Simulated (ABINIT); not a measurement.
# AlBiTeSe2 (P4/mmm): zone-centre phonons, part 2 of 2

Aim: the zone-centre modes of AlBiTeSe2 (P4/mmm).

ABINIT 10.8.3; DFT LDA, scalar-relativistic, plane waves, HGH norm-conserving pseudopotentials.

So far. Step 4 (Relaxing the cell and atoms): The volume changes by -0.1 % in this run and stands -4.5 % from the first cell. The relaxed cell has a = 4.760, c = 5.386 Å (conventional setting).

The structure was built from a prototype and need not be the compound's stable phase.

## 6. Zone-centre response

At q = 0 one unit cell holds all displacements. The response is solved for single atoms along the cell's directions, and symmetry skips those that follow from others. The crystal is treated as a metal, which screens a static field, so no field response is asked.

Input file dfpt_gamma.abi:

```

# common to the responses
getwfk_filepath "gso_WFK"
kptopt 2
nqpt 1
qpt 0.0 0.0 0.0
asr 0
chneut 0

# displacements
rfphon 1
rfatpol 1 5
rfdir 1 1 1
tolvrs 1.0d-10
prtwf 0

# basis, mesh and filling
ecut 26.0
ecutsm 3.0
ixc 7
ngkpt 6 6 4
nshiftk 1
shiftk 0.0 0.0 0.0
istwfk *1
occopt 7
tsmear 0.01
nband 20
nstep 100
diemac 1000000.0
prtebands 0
prtgsr 0
useylm 1

# cell and atoms
acell 3*1.0 Angstrom
rprim 
    4.760004143 0.0 0.0
    0.0 4.760004143 0.0
    0.0 0.0 5.386304859
ntypat 4
znucl 83 13 34 52
natom 5
typat 1 2 3 3 4
xred 
    0.0 0.0 0.0
    0.5 0.5 0.5
    0.5 0.0 0.5
    0.0 0.5 0.5
    0.5 0.5 0.0
pp_dirpath "./pseudo"
pseudos "Bi.hgh, Al.hgh, Se.hgh, Te.hgh"
```

Launch:

```console
$ OMP_NUM_THREADS=1 mpirun -n 4 abinit dfpt_gamma.abi > dfpt_gamma.log
```

Numbers of over 12 decimals in the logs are rounded to 6 here.

dfpt_gamma.abo, the main output file:

```text
[banners, grids, parts of the stress and lines that vanish by symmetry left out]
- input  file    -> dfpt_gamma.abi
- output file    -> dfpt_gamma.abo
- root for input  files -> dfpt_gammai
[...]
Symmetries : space group P4/m m m (#123); Bravais tP (primitive tetrag.)
[...]
nfft =       97200          nkpt =          76
[...]
== DATASET  1 ==================================================================
[...]
cutoff_energies: {ecut:  26.0, pawecutdg:  -1.0, }
[...]
Exchange-correlation functional for the present dataset will be:
  LDA: Perdew-Wang 92 LSD fit to Ceperley-Alder data - ixc=7
[...]
Perturbation : displacement of atom   1   along direction   1
[...]
-ETOT  1   50.791372199269     -9.696E+01 7.113E-01 2.134E+05
 ETOT  2  -1.125109     -5.192E+01 1.017E-01 2.261E+03
 ETOT  3  -1.724813     -5.997E-01 6.244E-02 1.969E+02
 ETOT  4  -1.767581     -4.277E-02 3.088E-03 1.503E+00
 ETOT  5  -1.767962     -3.809E-04 2.059E-03 1.355E-02
[...]
At SCF step   11       vres2   =  8.38E-11 < tolvrs=  1.00E-10 =>converged.
[...]
Perturbation : displacement of atom   1   along direction   3
[...]
-ETOT  1   121.68377443424     -7.286E+01 2.708E+00 6.195E+05
[...]
At SCF step   12       vres2   =  1.29E-12 < tolvrs=  1.00E-10 =>converged.
[...]
Perturbation : displacement of atom   2   along direction   1
[...]
-ETOT  1   48.013402727231     -1.197E+01 3.209E-01 1.422E+05
[...]
At SCF step   12       vres2   =  2.42E-12 < tolvrs=  1.00E-10 =>converged.
[...]
Perturbation : displacement of atom   2   along direction   3
[...]
-ETOT  1   80.486358136429      1.194E+01 1.848E+00 3.476E+05
[...]
At SCF step   12       vres2   =  3.51E-12 < tolvrs=  1.00E-10 =>converged.
[...]
Perturbation : displacement of atom   3   along direction   1
[...]
-ETOT  1   232.26418096686     -2.390E+02 3.591E+00 8.046E+05
[...]
Perturbation : displacement of atom   3   along direction   2
[...]
-ETOT  1   326.75502294838     -1.771E+02 2.160E+00 1.048E+06
[...]
Perturbation : displacement of atom   3   along direction   3
[...]
-ETOT  1   444.48168513519     -1.769E+02 3.056E+00 1.948E+06
[...]
Perturbation : displacement of atom   5   along direction   1
[...]
-ETOT  1   131.41247756495     -1.623E+02 1.620E+00 4.989E+05
[...]
At SCF step   12       vres2   =  2.48E-11 < tolvrs=  1.00E-10 =>converged.
[...]
Perturbation : displacement of atom   5   along direction   3
[...]
-ETOT  1   358.42132123493     -4.943E+01 2.876E+00 1.575E+06
[...]
ETOT 11   9.276490     -8.072E-12 5.430E-05 2.474E-10
 ETOT 12   9.276490     -7.731E-12 1.387E-05 8.224E-12
 At SCF step   12       vres2   =  8.22E-12 < tolvrs=  1.00E-10 =>converged.
[...]
Phonon wavevector (reduced coordinates) :  0.00000  0.00000  0.00000
 Phonon energies in Hartree :
[...]
Phonon frequencies in cm-1    :
- -9.309668E+01 -8.346686E+01 -8.346686E+01 -8.157719E+01 -5.622849E+01
- -5.622849E+01 -3.201360E+01  2.997008E-01  2.997019E-01  1.282931E+00
-  4.684681E+01  4.684681E+01  2.268073E+02  3.629147E+02  3.629147E+02
[...]
fcart      0.0000000000E+00  0.0000000000E+00  0.0000000000E+00
           strten      0.0000000000E+00  0.0000000000E+00  0.0000000000E+00
================================================================================
```

Wall time 7.6 min (4 MPI ranks of Arm Neoverse V1, shared host).

Numbers from this step:

```
largest acoustic frequency at the zone centre before the sum rule : 1.28 cm⁻¹
highest optical zone-centre mode (no LO-TO term)                  : 362.9 cm⁻¹
lowest optical zone-centre mode                                   : -93.1 cm⁻¹
```

The acoustic modes at Γ come out as far as 1.3 cm⁻¹ from zero, where they should vanish, a small numerical error. The lowest optical mode is imaginary, 93i cm⁻¹, an instability at this level and on this k mesh.

## 7. Zone-centre analysis

anaddb reads the merged derivatives and imposes the acoustic sum rule.

Input file anaddb.abi:

```
ddb_filepath "gamma_DDB"
output_file "anaddb.abo"
outdata_prefix "anaddb"
asr 1
chneut 1
enunit 2
eivec 1
nph1l 1
qph1l 0.0 0.0 0.0 1.0
```

Input file mrgddb.in:

```
gamma_DDB
merged
2
dfpt_gammao_DDB
gso_DDB
```

Launch:

```console
$ mrgddb < mrgddb.in > mrgddb.log
$ OMP_NUM_THREADS=1 anaddb anaddb.abi > anaddb.log
```

anaddb.abo, the main output file:

```text
-outvars_anaddb: echo values of input variables ----------------------

 Miscellaneous information :
      enunit         2
       eivec         1
         asr         1
 First list of wavevector (reduced coord.) :
       nph1l         1
       qph1l
                     0.00000000E+00  0.00000000E+00  0.00000000E+00    1.000E+00

================================================================================

 read the DDB information and perform some checks

  ==== Info on the Cryst% object ====
 Real(R)+Recip(G) space primitive vectors, cartesian coordinates (Bohr,Bohr^-1):
 R(1)=  8.9951042  0.0000000  0.0000000  G(1)=  0.1111716  0.0000000  0.0000000
 R(2)=  0.0000000  8.9951042  0.0000000  G(2)=  0.0000000  0.1111716  0.0000000
 R(3)=  0.0000000  0.0000000 10.1786410  G(3)=  0.0000000  0.0000000  0.0982449
 Unit cell volume ucvol=  8.2357318E+02 bohr^3
 Angles (23,13,12)=  9.00000000E+01  9.00000000E+01  9.00000000E+01 degrees
 Time-reversal symmetry is present
 Reduced atomic positions [iatom, xred, symbol]:
    1)    0.0000000  0.0000000  0.0000000  Bi
    2)    0.5000000  0.5000000  0.5000000  Al
    3)    0.5000000  0.0000000  0.5000000  Se
    4)    0.0000000  0.5000000  0.5000000  Se
    5)    0.5000000  0.5000000  0.0000000  Te

 DDB file with 3 blocks has been read.

================================================================================

 Treat the first list of vectors

  Phonon wavevector (reduced coordinates) :  0.00000  0.00000  0.00000
 Phonon energies in Hartree :
  -4.242743E-04 -3.802058E-04 -3.802058E-04 -3.718365E-04 -2.560884E-04
  -2.560884E-04 -1.459568E-04  0.000000E+00  0.000000E+00  1.063529E-08
   2.132940E-04  2.132940E-04  1.033378E-03  1.653554E-03  1.653554E-03
 Phonon energies in meV     :
- -1.154509E+01 -1.034593E+01 -1.034593E+01 -1.011819E+01 -6.968520E+00
- -6.968520E+00 -3.971687E+00  0.000000E+00  0.000000E+00  2.894009E-04
-  5.804027E+00  5.804027E+00  2.811964E+01  4.499551E+01  4.499551E+01
 Phonon frequencies in cm-1    :
- -9.311745E+01 -8.344552E+01 -8.344552E+01 -8.160868E+01 -5.620491E+01
- -5.620491E+01 -3.203382E+01  0.000000E+00  0.000000E+00  2.334175E-03
-  4.681263E+01  4.681263E+01  2.268002E+02  3.629132E+02  3.629132E+02
 Phonon frequencies in Thz     :
- -2.791591E+00 -2.501634E+00 -2.501634E+00 -2.446567E+00 -1.684981E+00
- -1.684981E+00 -9.603497E-01  0.000000E+00  0.000000E+00  6.997682E-05
-  1.403407E+00  1.403407E+00  6.799299E+00  1.087987E+01  1.087987E+01
 Phonon energies in Kelvin  :
- -1.339752E+02 -1.200595E+02 -1.200595E+02 -1.174167E+02 -8.086632E+01
- -8.086632E+01 -4.608951E+01  0.000000E+00  0.000000E+00  3.358357E-03
-  6.735293E+01  6.735293E+01  3.263149E+02  5.221512E+02  5.221512E+02

 Eigendisplacements
 (will be given, for each mode : in cartesian coordinates
   for each atom the real part of the displacement vector,
   then the imaginary part of the displacement vector - absolute values smaller than 1.0d-7 are set to zero)
  Mode number    1   Energy   -4.242743E-04
 Attention : low frequency mode.
   (Could be unstable or acoustic mode)
;  1  0.00000000E+00  0.00000000E+00  8.43806637E-04
;     0.00000000E+00  0.00000000E+00  0.00000000E+00
;  2  0.00000000E+00  0.00000000E+00  1.40345730E-03
;     0.00000000E+00  0.00000000E+00  0.00000000E+00
;  3  0.00000000E+00  0.00000000E+00 -1.47562077E-03
;     0.00000000E+00  0.00000000E+00  0.00000000E+00
;  4  0.00000000E+00  0.00000000E+00 -1.47562077E-03
;     0.00000000E+00  0.00000000E+00  0.00000000E+00
;  5  0.00000000E+00  0.00000000E+00  1.47459772E-04
;     0.00000000E+00  0.00000000E+00  0.00000000E+00
  Mode number    2   Energy   -3.802058E-04
 Attention : low frequency mode.
   (Could be unstable or acoustic mode)
-  1  0.00000000E+00 -1.00414958E-03  0.00000000E+00
-     0.00000000E+00  0.00000000E+00  0.00000000E+00
-  2  0.00000000E+00 -5.02040334E-04  0.00000000E+00
-     0.00000000E+00  0.00000000E+00  0.00000000E+00
-  3  0.00000000E+00 -9.81379852E-05  0.00000000E+00
-     0.00000000E+00  0.00000000E+00  0.00000000E+00
-  4  0.00000000E+00  1.86770837E-03  0.00000000E+00
-     0.00000000E+00  0.00000000E+00  0.00000000E+00
-  5  0.00000000E+00  6.55706004E-04  0.00000000E+00
-     0.00000000E+00  0.00000000E+00  0.00000000E+00
  Mode number    3   Energy   -3.802058E-04
 Attention : low frequency mode.
   (Could be unstable or acoustic mode)
-  1  1.00414958E-03  0.00000000E+00  0.00000000E+00
-     0.00000000E+00  0.00000000E+00  0.00000000E+00
-  2  5.02040334E-04  0.00000000E+00  0.00000000E+00
-     0.00000000E+00  0.00000000E+00  0.00000000E+00
-  3 -1.86770837E-03  0.00000000E+00  0.00000000E+00
-     0.00000000E+00  0.00000000E+00  0.00000000E+00
-  4  9.81379852E-05  0.00000000E+00  0.00000000E+00
-     0.00000000E+00  0.00000000E+00  0.00000000E+00
-  5 -6.55706004E-04  0.00000000E+00  0.00000000E+00
-     0.00000000E+00  0.00000000E+00  0.00000000E+00
  Mode number    4   Energy   -3.718365E-04
 Attention : low frequency mode.
   (Could be unstable or acoustic mode)
;  1  0.00000000E+00  0.00000000E+00  0.00000000E+00
;     0.00000000E+00  0.00000000E+00  0.00000000E+00
;  2  0.00000000E+00  0.00000000E+00  0.00000000E+00
;     0.00000000E+00  0.00000000E+00  0.00000000E+00
;  3  0.00000000E+00  0.00000000E+00  1.86380890E-03
;     0.00000000E+00  0.00000000E+00  0.00000000E+00
;  4  0.00000000E+00  0.00000000E+00 -1.86380890E-03
;     0.00000000E+00  0.00000000E+00  0.00000000E+00
;  5  0.00000000E+00  0.00000000E+00  0.00000000E+00
;     0.00000000E+00  0.00000000E+00  0.00000000E+00
  Mode number    5   Energy   -2.560884E-04
 Attention : low frequency mode.
   (Could be unstable or acoustic mode)
-  1  0.00000000E+00 -5.24278383E-04  0.00000000E+00
-     0.00000000E+00  0.00000000E+00  0.00000000E+00
-  2  0.00000000E+00  4.77400125E-04  0.00000000E+00
-     0.00000000E+00  0.00000000E+00  0.00000000E+00
-  3  0.00000000E+00  3.30173134E-04  0.00000000E+00
-     0.00000000E+00  0.00000000E+00  0.00000000E+00
-  4  0.00000000E+00 -1.53912983E-03  0.00000000E+00
-     0.00000000E+00  0.00000000E+00  0.00000000E+00
-  5  0.00000000E+00  1.50581631E-03  0.00000000E+00
-     0.00000000E+00  0.00000000E+00  0.00000000E+00
  Mode number    6   Energy   -2.560884E-04
 Attention : low frequency mode.
   (Could be unstable or acoustic mode)
-  1  5.24278383E-04  0.00000000E+00  0.00000000E+00
-     0.00000000E+00  0.00000000E+00  0.00000000E+00
-  2 -4.77400125E-04  0.00000000E+00  0.00000000E+00
-     0.00000000E+00  0.00000000E+00  0.00000000E+00
-  3  1.53912983E-03  0.00000000E+00  0.00000000E+00
-     0.00000000E+00  0.00000000E+00  0.00000000E+00
-  4 -3.30173134E-04  0.00000000E+00  0.00000000E+00
-     0.00000000E+00  0.00000000E+00  0.00000000E+00
-  5 -1.50581631E-03  0.00000000E+00  0.00000000E+00
-     0.00000000E+00  0.00000000E+00  0.00000000E+00
  Mode number    7   Energy   -1.459568E-04
 Attention : low frequency mode.
   (Could be unstable or acoustic mode)
;  1  0.00000000E+00  0.00000000E+00  9.27931161E-04
;     0.00000000E+00  0.00000000E+00  0.00000000E+00
;  2  0.00000000E+00  0.00000000E+00 -2.37615557E-03
;     0.00000000E+00  0.00000000E+00  0.00000000E+00
;  3  0.00000000E+00  0.00000000E+00  2.12684825E-04
;     0.00000000E+00  0.00000000E+00  0.00000000E+00
;  4  0.00000000E+00  0.00000000E+00  2.12684825E-04
;     0.00000000E+00  0.00000000E+00  0.00000000E+00
;  5  0.00000000E+00  0.00000000E+00 -1.28028116E-03
;     0.00000000E+00  0.00000000E+00  0.00000000E+00
  Mode number    8   Energy    0.000000E+00
 Attention : low frequency mode.
   (Could be unstable or acoustic mode)
-  1  0.00000000E+00  1.02565276E-03  0.00000000E+00
-     0.00000000E+00  0.00000000E+00  0.00000000E+00
-  2  0.00000000E+00  1.02565248E-03  0.00000000E+00
-     0.00000000E+00  0.00000000E+00  0.00000000E+00
-  3  0.00000000E+00  1.02565254E-03  0.00000000E+00
-     0.00000000E+00  0.00000000E+00  0.00000000E+00
-  4  0.00000000E+00  1.02565284E-03  0.00000000E+00
-     0.00000000E+00  0.00000000E+00  0.00000000E+00
-  5  0.00000000E+00  1.02565264E-03  0.00000000E+00
-     0.00000000E+00  0.00000000E+00  0.00000000E+00
  Mode number    9   Energy    0.000000E+00
 Attention : low frequency mode.
   (Could be unstable or acoustic mode)
-  1  1.02565276E-03  0.00000000E+00  0.00000000E+00
-     0.00000000E+00  0.00000000E+00  0.00000000E+00
-  2  1.02565248E-03  0.00000000E+00  0.00000000E+00
-     0.00000000E+00  0.00000000E+00  0.00000000E+00
-  3  1.02565284E-03  0.00000000E+00  0.00000000E+00
-     0.00000000E+00  0.00000000E+00  0.00000000E+00
-  4  1.02565254E-03  0.00000000E+00  0.00000000E+00
-     0.00000000E+00  0.00000000E+00  0.00000000E+00
-  5  1.02565264E-03  0.00000000E+00  0.00000000E+00
-     0.00000000E+00  0.00000000E+00  0.00000000E+00
  Mode number   10   Energy    1.063529E-08
 Attention : low frequency mode.
   (Could be unstable or acoustic mode)
-  1  0.00000000E+00  0.00000000E+00  1.02561214E-03
-     0.00000000E+00  0.00000000E+00  0.00000000E+00
-  2  0.00000000E+00  0.00000000E+00  1.02581263E-03
-     0.00000000E+00  0.00000000E+00  0.00000000E+00
-  3  0.00000000E+00  0.00000000E+00  1.02561999E-03
-     0.00000000E+00  0.00000000E+00  0.00000000E+00
-  4  0.00000000E+00  0.00000000E+00  1.02561999E-03
-     0.00000000E+00  0.00000000E+00  0.00000000E+00
-  5  0.00000000E+00  0.00000000E+00  1.02572577E-03
-     0.00000000E+00  0.00000000E+00  0.00000000E+00
  Mode number   11   Energy    2.132940E-04
-  1  0.00000000E+00  5.38406619E-04  0.00000000E+00
-     0.00000000E+00  0.00000000E+00  0.00000000E+00
-  2  0.00000000E+00 -2.41755181E-03  0.00000000E+00
-     0.00000000E+00  0.00000000E+00  0.00000000E+00
-  3  0.00000000E+00 -1.81874918E-03  0.00000000E+00
-     0.00000000E+00  0.00000000E+00  0.00000000E+00
-  4  0.00000000E+00  3.11779451E-05  0.00000000E+00
-     0.00000000E+00  0.00000000E+00  0.00000000E+00
-  5  0.00000000E+00  7.35575562E-04  0.00000000E+00
-     0.00000000E+00  0.00000000E+00  0.00000000E+00
  Mode number   12   Energy    2.132940E-04
-  1  5.38406619E-04  0.00000000E+00  0.00000000E+00
-     0.00000000E+00  0.00000000E+00  0.00000000E+00
-  2 -2.41755181E-03  0.00000000E+00  0.00000000E+00
-     0.00000000E+00  0.00000000E+00  0.00000000E+00
-  3  3.11779451E-05  0.00000000E+00  0.00000000E+00
-     0.00000000E+00  0.00000000E+00  0.00000000E+00
-  4 -1.81874918E-03  0.00000000E+00  0.00000000E+00
-     0.00000000E+00  0.00000000E+00  0.00000000E+00
-  5  7.35575562E-04  0.00000000E+00  0.00000000E+00
-     0.00000000E+00  0.00000000E+00  0.00000000E+00
  Mode number   13   Energy    1.033378E-03
;  1  0.00000000E+00  0.00000000E+00  9.20112844E-06
;     0.00000000E+00  0.00000000E+00  0.00000000E+00
;  2  0.00000000E+00  0.00000000E+00 -3.41519791E-03
;     0.00000000E+00  0.00000000E+00  0.00000000E+00
;  3  0.00000000E+00  0.00000000E+00 -4.46313527E-04
;     0.00000000E+00  0.00000000E+00  0.00000000E+00
;  4  0.00000000E+00  0.00000000E+00 -4.46313527E-04
;     0.00000000E+00  0.00000000E+00  0.00000000E+00
;  5  0.00000000E+00  0.00000000E+00  1.25945941E-03
;     0.00000000E+00  0.00000000E+00  0.00000000E+00
  Mode number   14   Energy    1.653554E-03
-  1  0.00000000E+00  1.15866586E-06  0.00000000E+00
-     0.00000000E+00  0.00000000E+00  0.00000000E+00
-  2  0.00000000E+00 -3.59933339E-03  0.00000000E+00
-     0.00000000E+00  0.00000000E+00  0.00000000E+00
-  3  0.00000000E+00  1.57134024E-03  0.00000000E+00
-     0.00000000E+00  0.00000000E+00  0.00000000E+00
-  4  0.00000000E+00 -1.93329307E-04  0.00000000E+00
-     0.00000000E+00  0.00000000E+00  0.00000000E+00
-  5  0.00000000E+00 -9.35292124E-05  0.00000000E+00
-     0.00000000E+00  0.00000000E+00  0.00000000E+00
  Mode number   15   Energy    1.653554E-03
-  1  1.15866586E-06  0.00000000E+00  0.00000000E+00
-     0.00000000E+00  0.00000000E+00  0.00000000E+00
-  2 -3.59933339E-03  0.00000000E+00  0.00000000E+00
-     0.00000000E+00  0.00000000E+00  0.00000000E+00
-  3 -1.93329307E-04  0.00000000E+00  0.00000000E+00
-     0.00000000E+00  0.00000000E+00  0.00000000E+00
-  4  1.57134024E-03  0.00000000E+00  0.00000000E+00
-     0.00000000E+00  0.00000000E+00  0.00000000E+00
-  5 -9.35292124E-05  0.00000000E+00  0.00000000E+00
-     0.00000000E+00  0.00000000E+00  0.00000000E+00

 Analysis of degeneracies and characters (maximum tolerance=1.00E-06 a.u.)
 For each vibration mode, or group of modes if degenerate,
 the characters are given for each symmetry operation (see the list in the log file).
 Symmetry characters of vibration mode #   1
  1.0 -1.0 -1.0  1.0  1.0 -1.0 -1.0  1.0  1.0 -1.0 -1.0  1.0  1.0 -1.0 -1.0  1.0
 Symmetry characters of vibration mode #   2
        degenerate with vibration mode #   3
  2.0 -2.0  0.0  0.0 -2.0  2.0  0.0  0.0  0.0 -0.0  0.0 -0.0 -0.0  0.0 -0.0  0.0
 Symmetry characters of vibration mode #   4
  1.0 -1.0 -1.0  1.0  1.0 -1.0 -1.0  1.0 -1.0  1.0  1.0 -1.0 -1.0  1.0  1.0 -1.0
 Symmetry characters of vibration mode #   5
        degenerate with vibration mode #   6
  2.0 -2.0 -0.0  0.0 -2.0  2.0  0.0 -0.0  0.0 -0.0  0.0 -0.0 -0.0  0.0 -0.0  0.0
 Symmetry characters of vibration mode #   7
  1.0 -1.0 -1.0  1.0  1.0 -1.0 -1.0  1.0  1.0 -1.0 -1.0  1.0  1.0 -1.0 -1.0  1.0
 Symmetry characters of vibration mode #   8
       degenerate with vibration modes #   9 to   10
  3.0 -3.0 -1.0  1.0 -1.0  1.0 -1.0  1.0  1.0 -1.0 -1.0  1.0  1.0 -1.0 -1.0  1.0
 Symmetry characters of vibration mode #  11
        degenerate with vibration mode #  12
  2.0 -2.0  0.0  0.0 -2.0  2.0  0.0  0.0  0.0 -0.0 -0.0  0.0 -0.0  0.0  0.0 -0.0
 Symmetry characters of vibration mode #  13
  1.0 -1.0 -1.0  1.0  1.0 -1.0 -1.0  1.0  1.0 -1.0 -1.0  1.0  1.0 -1.0 -1.0  1.0
 Symmetry characters of vibration mode #  14
        degenerate with vibration mode #  15
  2.0 -2.0  0.0 -0.0 -2.0  2.0 -0.0  0.0 -0.0  0.0  0.0 -0.0  0.0 -0.0 -0.0  0.0
-
```

Wall time 0.5 s (1 thread).

This step gave:

```yaml
lowest_optical_zone_centre_mode: -93.12 cm⁻¹
```

No LO-TO term; unit eigenvectors of the mass-weighted matrix, from anaddb's displacements. Modes at Γ, with each element's share of the kinetic energy (negative means imaginary):

| mode | frequency (cm⁻¹) | Bi % | Al % | Se % | Te % |
| --- | --- | --- | --- | --- | --- |
| 1 | -93.1 | 27 | 10 | 63 | 1 |
| 2 | -83.4 | 38 | 1 | 50 | 10 |
| 3 | -83.4 | 38 | 1 | 50 | 10 |
| 4 | -81.6 | 0 | 0 | 100 | 0 |
| 5 | -56.2 | 10 | 1 | 36 | 53 |
| 6 | -56.2 | 10 | 1 | 36 | 53 |
| 7 | -32.0 | 33 | 28 | 1 | 38 |
| 8 | 0.0 | 40 | 5 | 30 | 24 |
| 9 | 0.0 | 40 | 5 | 30 | 24 |
| 10 | 0.0 | 40 | 5 | 30 | 24 |
| 11 | 46.8 | 11 | 29 | 48 | 13 |
| 12 | 46.8 | 11 | 29 | 48 | 13 |
| 13 | 226.8 | 0 | 57 | 6 | 37 |
| 14 | 362.9 | 0 | 64 | 36 | 0 |
| 15 | 362.9 | 0 | 64 | 36 | 0 |

Displacements in mode 1 (-93.1 cm⁻¹), the largest set to 1:
```
Bi1  0.00  0.00  0.57
Al2  0.00  0.00  0.95
Se3  0.00  0.00 -1.00
Se4  0.00  0.00 -1.00
Te5  0.00  0.00  0.10
```

Displacements in mode 3 (-83.4 cm⁻¹), the largest set to 1:
```
Bi1  0.54  0.00  0.00
Al2  0.27  0.00  0.00
Se3 -1.00  0.00  0.00
Se4  0.05  0.00  0.00
Te5 -0.35  0.00  0.00
```

The rule moves no optical mode by more than 0.1 cm⁻¹.

## 8. What came out

```yaml
space_group_after_relaxation: P4/mmm
volume_per_atom: 24.4 Å³
highest_optical_zone_centre_mode_no_lo_to_term: 362.9 cm⁻¹
lowest_optical_zone_centre_mode: -93.1 cm⁻¹
imaginary_optical_modes_at_the_zone_centre_no_q_mesh_in_this_session: yes
```

**Reading.** At the LDA level the optical modes of AlBiTeSe2 (P4/mmm) at the zone centre run from 93i to 363 cm⁻¹, so the structure is a saddle point, with 7 modes beyond 10i cm⁻¹ there. These are harmonic frequencies at zero temperature: anharmonic shifts and linewidths and thermal expansion are left out. Spin-orbit coupling is left out, which can matter for the heavy elements here. The HGH files keep few electrons and have no core correction, which is cheap but rough for Bi. In a metal the frequencies hang on the k mesh and the smearing, most of all near Kohn anomalies. The structure is a hypothetical one, built on a prototype.

[Host names and launcher messages were left out of these logs when they were recorded.]

[Logs are printed without paths, hosts, clocks, repeated set-up lines and the standing remarks that a program may print on its own settings, such as how far it seeks lower states.]

[Hosts, paths, dates, database ids (printed as entryN), source tags and the programs' standing remarks are cut or masked in the printed files.]
